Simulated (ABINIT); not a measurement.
# A GW chain in ABINIT: LiCNO (R3m), part 3 of 3

Aim: the G0W0 gap of LiCNO (R3m) on PBEsol, step by step.

ABINIT 10.8.3; PBEsol and many-body steps on it, plane waves. Known limits of the many-body steps: not at the basis limit.

So far. Step 3 (Bands along the symmetry lines): The gap is 4.664 eV, as in the run before at this level. Step 4 (Empty states on the mesh, 4×4×4 mesh, 69 bands): On this mesh the gap is 4.664 eV.

**5. Screening, 4×4×4 mesh, 63 bands, screening to 130.6 eV**

The RPA dielectric matrix is built and inverted for each q.

This step: RPA screening on PBEsol, plane waves, norm-conserving pseudopotentials.

run.abi reads:

```
acell 3*1.0 Angstrom
rprim 
  1.643988180588 0.949157018607 4.762053928800
  -1.643988180588 0.949157018607 4.762053928800
  -0.000000000000 -1.898314037214 4.762053928800
ntypat 4
znucl 3 6 7 8
natom 4
typat 1 2 3 4
xred 
  0.005259000000 0.005259000000 0.005259000000
  0.497462000000 0.497462000000 0.497462000000
  0.413960000000 0.413960000000 0.413960000000
  0.583333333333 0.583333333333 0.583333333333
pp_dirpath "pseudos"
pseudos "Li.upf, C.upf, N.upf, O.upf"
ecut 37
ngkpt 4 4 4
nshiftk 1
shiftk 0 0 0
kptopt 1
chksymbreak 0
istwfk *1
occopt 1
irdwfk 1
optdriver 3
nband 63
ecuteps 4.8
inclvkb 2
awtr 1
symchi 1
indata_prefix "in"
outdata_prefix "out"
tmpdata_prefix "tmp"
```

Command:

```bash
$ OMP_NUM_THREADS=1 mpirun -n 4 abinit run.abi > log
```

Numbers of over 12 decimals in the logs are rounded to 6 here.

The log of the run:

```text
.Version 10.8.3 of ABINIT. v10.8.2 released Aug 2026.

 Symmetries : space group R3 m (#160); Bravais hR (rhombohedral)
[... echo of the input left out ...]
== DATASET  1 ==================================================================
-   mpi_nproc: 4, omp_nthreads: 1 (-1 if OMP is not activated)

--- !DatasetInfo
iteration_state: {dtset: 1, }
dimensions: {natom: 4, nkpt: 13, mband: 63, nsppol: 1, nspinor: 1, nspden: 1, mpw: 3276, }
cutoff_energies: {ecut:  37.0, pawecutdg:  -1.0, }
electrons: {nelect:   1.80000000E+01, charge:   0.00000000E+00, occopt:   1.00000000E+00, tsmear:   1.00000000E-02, }

 SCREENING: Calculation of the susceptibility and dielectric matrices

 Based on a program developped by R.W. Godby, V. Olevano, G. Onida, and L. Reining.
 Incorporated in ABINIT by V. Olevano, G.-M. Rignanese, and M. Torrent.
.Using double precision arithmetic ; gwpc =  8

[... cell and pseudopotentials left out ...]
--------------------------------------------------------------------------------

 ==== K-mesh for the wavefunctions ====
 Number of points in the irreducible wedge :    13
[... list of points left out ...]
 Together with  6 symmetry operations and time-reversal symmetry
 yields    64 points in the full Brillouin Zone.

 ==== Q-mesh for the screening function ====
 Number of points in the irreducible wedge :    13
[... list of points left out ...]
 Together with  6 symmetry operations and time-reversal symmetry
 yields    64 points in the full Brillouin Zone.

 setmesh: FFT mesh size selected  =    40x   40x   40
          total number of points  =        64000

 vcoul_init : cutoff-mode = AUXILIARY_FUNCTION
 q-points for optical limit:   1
     1)      0.000010    0.000020    0.000030

- screening: taking advantage of time-reversal symmetry
- Maximum band index for partially occupied states nbvw = 9
- Remaining bands to be divided among processors   nbcw = 54
- Number of bands treated by each node ~13

 Number of electrons calculated from density =   18.0000; Expected =   18.0000
 average of density, n =  0.059826
 r_s =    1.5861
 omega_plasma =   23.5940 [eV]

 calculating chi0 at frequencies [eV] :
  1    0.000000E+00    0.000000E+00
  2    0.000000E+00    2.359404E+01

--------------------------------------------------------------------------------
  q-point number  1        q = ( 0.000000, 0.000000, 0.000000) [r.l.u.]
--------------------------------------------------------------------------------
[... chi0 elements left out ...]
 For q-point:  0.000010 0.000020 0.000030
  dielectric constant =   2.3905
  dielectric constant without local fields =   3.0743

  Average fulfillment of the sum rule on Im[epsilon] for q-point    1 :     61.51  [%]
[... wings left out ...]
  q-point number  2        q = ( 0.250000, 0.000000, 0.000000) [r.l.u.]
--------------------------------------------------------------------------------
[... chi0 elements left out ...]
  Average fulfillment of the sum rule on Im[epsilon] for q-point    2 :     70.66  [%]

 [... 11 further q-points ...]
```

Wall time 59 s (4 MPI ranks of Arm Neoverse V1, shared host); peak memory 1.6 GiB.

This step gave:

```
ε∞ with local fields, on this mesh, along the program's q direction : 2.390
the same without local fields                                       : 3.074
plasma frequency                                                    : 23.59 eV
plane waves in the screening matrix                                 : 147
```

Local fields lower ε∞ by 22 %.

**6. Self-energy, 4×4×4 mesh, 63 bands, screening to 130.6 eV**

The self-energy is evaluated for the states that the input lists, and the levels follow from it, in one-shot runs by the linearised quasiparticle equation.

This step: G0W0 on PBEsol, plane waves, norm-conserving pseudopotentials.

run.abi, as its differences from that of step 5:

```diff
@@ -25,8 +25,17 @@
 irdwfk 1
-optdriver 3
+optdriver 4
 nband 63
+gwcalctyp 0
+ecutsigx 37
+symsigma 1
+nkptgw 2
+kptgw 
+  0.5000000000 0.5000000000 0.5000000000
+  0.0000000000 0.0000000000 0.0000000000
+bdgw 
+  8 12
+  8 12
 ecuteps 4.8
-inclvkb 2
-awtr 1
-symchi 1
+irdscr 1
+ppmodel 1
 indata_prefix "in"
```

The log of the run:

```text
.Version 10.8.3 of ABINIT. v10.8.2 released Aug 2026.

 Symmetries : space group R3 m (#160); Bravais hR (rhombohedral)
[... echo of the input left out ...]
== DATASET  1 ==================================================================
-   mpi_nproc: 4, omp_nthreads: 1 (-1 if OMP is not activated)

--- !DatasetInfo
iteration_state: {dtset: 1, }
dimensions: {natom: 4, nkpt: 13, mband: 63, nsppol: 1, nspinor: 1, nspden: 1, mpw: 3276, }
cutoff_energies: {ecut:  37.0, pawecutdg:  -1.0, }
electrons: {nelect:   1.80000000E+01, charge:   0.00000000E+00, occopt:   1.00000000E+00, tsmear:   1.00000000E-02, }

 SIGMA: Calculation of the GW corrections

 Based on a program developped by R.W. Godby, V. Olevano, G. Onida, and L. Reining.
 Incorporated in ABINIT by V. Olevano, G.-M. Rignanese, and M. Torrent.
.Using double precision arithmetic ; gwpc =  8

[... cell and pseudopotentials left out ...]
--------------------------------------------------------------------------------

 ==== K-mesh for the wavefunctions ====
 Number of points in the irreducible wedge :    13
[... list of points left out ...]
 Together with  6 symmetry operations and time-reversal symmetry
 yields    64 points in the full Brillouin Zone.

 ==== Q-mesh for screening function ====
 Number of points in the irreducible wedge :    13
[... list of points left out ...]
 Together with  6 symmetry operations and time-reversal symmetry
 yields    64 points in the full Brillouin Zone.

 vcoul_init : cutoff-mode = AUXILIARY_FUNCTION
 q-points for optical limit:   1
     1)      0.000010    0.000020    0.000030
 setmesh: FFT mesh size selected  =    54x   54x   54
          total number of points  =       157464

 Number of electrons calculated from density =   18.0000; Expected =   18.0000
 average of density, n =  0.059826
 r_s =    1.5861
 omega_plasma =   23.5940 [eV]

 === KS Band Gaps ===
  >>>> For spin  1
   Minimum direct gap =   4.8204 [eV], located at k-point      :   0.0000  0.0000  0.0000
   Fundamental gap    =   4.6643 [eV], Top of valence bands at :   0.5000  0.5000  0.5000
                                       Bottom of conduction at :   0.0000  0.0000  0.0000
 SIGMA fundamental parameters:
 PLASMON POLE MODEL  1
 number of plane-waves for SigmaX                 3259
 number of plane-waves for SigmaC and W            147
 number of plane-waves for wavefunctions          3259
 number of bands                                    63
 number of independent spin polarizations            1
 number of spinorial components                      1
 number of k-points in IBZ                          13
 number of q-points in IBZ                          13
 number of symmetry operations                       6
 number of k-points in BZ                           64
 number of q-points in BZ                           64
 number of frequencies for dSigma/dE                 9
 frequency step for dSigma/dE [eV]                0.25
 number of omega for Sigma on real axis              0
 max omega for Sigma on real axis  [eV]           0.00
 zcut for avoiding poles [eV]                     0.10

 EPSILON^-1 parameters (SCR file):
 dimension of the eps^-1 matrix on file            147
 dimension of the eps^-1 matrix used               147
 number of plane-waves for wavefunctions          3259
 number of bands                                    63
 number of q-points in IBZ                          13
 number of frequencies                               2
 number of real frequencies                          1
 number of imag frequencies                          1

 matrix elements of self-energy operator (all in [eV])

 Perturbative Calculation

--- !SelfEnergy_ee
iteration_state: {dtset: 1, }
kpoint     : [   0.500,    0.500,    0.500, ]
spin       : 1
KS_gap     :    4.997
QP_gap     :    7.653
Delta_QP_KS:    2.657
data: !SigmaeeData |
     Band     E0 <VxcDFT>   SigX SigC(E0)      Z dSigC/dE  Sig(E)    E-E0       E
        8  -0.072 -17.881 -22.041   2.585   0.815  -0.227 -19.165  -1.283  -1.355
        9  -0.072 -17.881 -22.041   2.585   0.815  -0.227 -19.165  -1.283  -1.355
       10   4.925  -9.746  -5.044  -3.123   0.870  -0.149  -8.373   1.373   6.298
       11   7.610 -15.970  -9.345  -3.116   0.821  -0.218 -13.090   2.881  10.490
       12   7.610 -15.970  -9.345  -3.116   0.821  -0.218 -13.090   2.881  10.490

--- !SelfEnergy_ee
iteration_state: {dtset: 1, }
kpoint     : [   0.000,    0.000,    0.000, ]
spin       : 1
KS_gap     :    4.820
QP_gap     :    7.514
Delta_QP_KS:    2.694
data: !SigmaeeData |
     Band     E0 <VxcDFT>   SigX SigC(E0)      Z dSigC/dE  Sig(E)    E-E0       E
        8  -0.228 -17.700 -21.924   2.602   0.815  -0.227 -19.021  -1.322  -1.550
        9  -0.228 -17.700 -21.924   2.602   0.815  -0.227 -19.021  -1.322  -1.550
       10   4.593 -10.335  -5.608  -3.143   0.866  -0.155  -8.963   1.372   5.965
       11   7.799 -16.092  -9.352  -3.179   0.822  -0.217 -13.165   2.927  10.726
       12   7.799 -16.092  -9.352  -3.179   0.822  -0.217 -13.165   2.927  10.726

== END DATASET(S) ==============================================================
================================================================================

 -outvars: echo values of variables after computation  --------
           etotal      0.0000000000E+00
            nband          63
             nkpt          13
          spgroup         160
 [... the other variables as echoed above ...]

 Calculation completed.
```

Wall time 8.2 s (4 MPI ranks); peak memory 1.2 GiB; 32 s of CPU time.

This step gave:

```
G0W0 gap on the points computed              : 7.32 eV
starting gap on the mesh                     : 4.664 eV
k of the valence top                         : 0.5, 0.5, 0.5
k of the conduction bottom                   : 0, 0, 0
Z at the valence top                         : 0.815
Z at the conduction bottom                   : 0.866
least direct G0W0 gap on the computed points : 7.515 eV
```

The gap on the mesh goes from 4.66 eV to 7.32 eV, a correction of +2.66 eV.

Limits: finite bands, cutoff and mesh. v1 is the top filled band, c1 the lowest empty one. The levels before and after the correction (eV, zero at the valence-band top of each column):

|  | conduction bottom | valence top |
| --- | --- | --- |
| Kohn-Sham | 4.66 | 0.00 |
| G0W0 | 7.32 | 0.00 |

|  | level | energy (eV) |
| --- | --- | --- |
| Kohn-Sham | (0.5 0.5 0.5) v2-v1 | 0.000 |
| Kohn-Sham | (0.5 0.5 0.5) c1 | 4.997 |
| Kohn-Sham | (0.5 0.5 0.5) c2-c3 | 7.681 |
| Kohn-Sham | Γ v2-v1 | -0.156 |
| Kohn-Sham | Γ c1 | 4.664 |
| Kohn-Sham | Γ c2-c3 | 7.871 |
| G0W0 | (0.5 0.5 0.5) v2-v1 | 0.000 |
| G0W0 | (0.5 0.5 0.5) c1 | 7.653 |
| G0W0 | (0.5 0.5 0.5) c2-c3 | 11.845 |
| G0W0 | Γ v2-v1 | -0.195 |
| G0W0 | Γ c1 | 7.320 |
| G0W0 | Γ c2-c3 | 12.081 |

**7. Where the time went**

Times are wall times on 4 MPI ranks of Arm Neoverse V1, shared host, good to a factor of about two.

| step | time | share | memory (GiB) |
| --- | --- | --- | --- |
| ground state | 69 s | 37 % | 0.43 |
| bands along the symmetry lines | 22 s | 12 % | 0.33 |
| empty states on the mesh | 29 s | 16 % | 0.34 |
| screening | 59 s | 31 % | 1.6 |
| self-energy | 8.2 s | 4 % | 1.2 |

**8. What came out**

```yaml
pbesol_gap: 4.66 eV, indirect
g0w0_gap_on_the_mesh: 7.32 eV
gw_settings: 4×4×4 mesh, 63 bands, screening to 130.6 eV, Godby-Needs plasmon pole
known_limits: not at the basis limit
```

G0W0 moves the gap on the mesh from 4.66 eV to 7.32 eV (+2.66 eV), with Z of 0.81 and 0.87 at the edges. Local fields lower the RPA ε∞ on this mesh from 3.07 to 2.39. Only 2 of the mesh's irreducible points were corrected, so a valley elsewhere could overtake. Bands and cutoff are finite, so the gap is not at the basis limit. The miss can reach some tenths of an eV and take either sign; the mesh is an error of its own. In the G0W0 run levels were corrected at 2 k points alone, so a gap called «on the mesh» is the least over those, and an edge elsewhere would be missed.

[Paths, hosts, dates, memory and timing lines, banners, echoed tables and standing remarks are left out of the program output.]

[Logs are printed without paths, hosts, clocks, repeated set-up lines and the standing remarks that a program may print on its own settings, such as how far it seeks lower states.]

[Runs of the session that timed out or met a known fault of the program may be left out.]

[Hosts, paths, dates, database ids (printed as entryN), source tags and the programs' standing remarks are cut or masked in the printed files.]

[G0W0 gaps are taken among the corrected bands and points alone; a level outside them can change the order at an edge.]

[Where Ansatz stands beside ABINIT at settings called matched, ABINIT's density can come from a denser mesh and the files from another edition; pairs whose starting gaps differed by over 0.03 eV were left out, so agreement reads better than it is.]
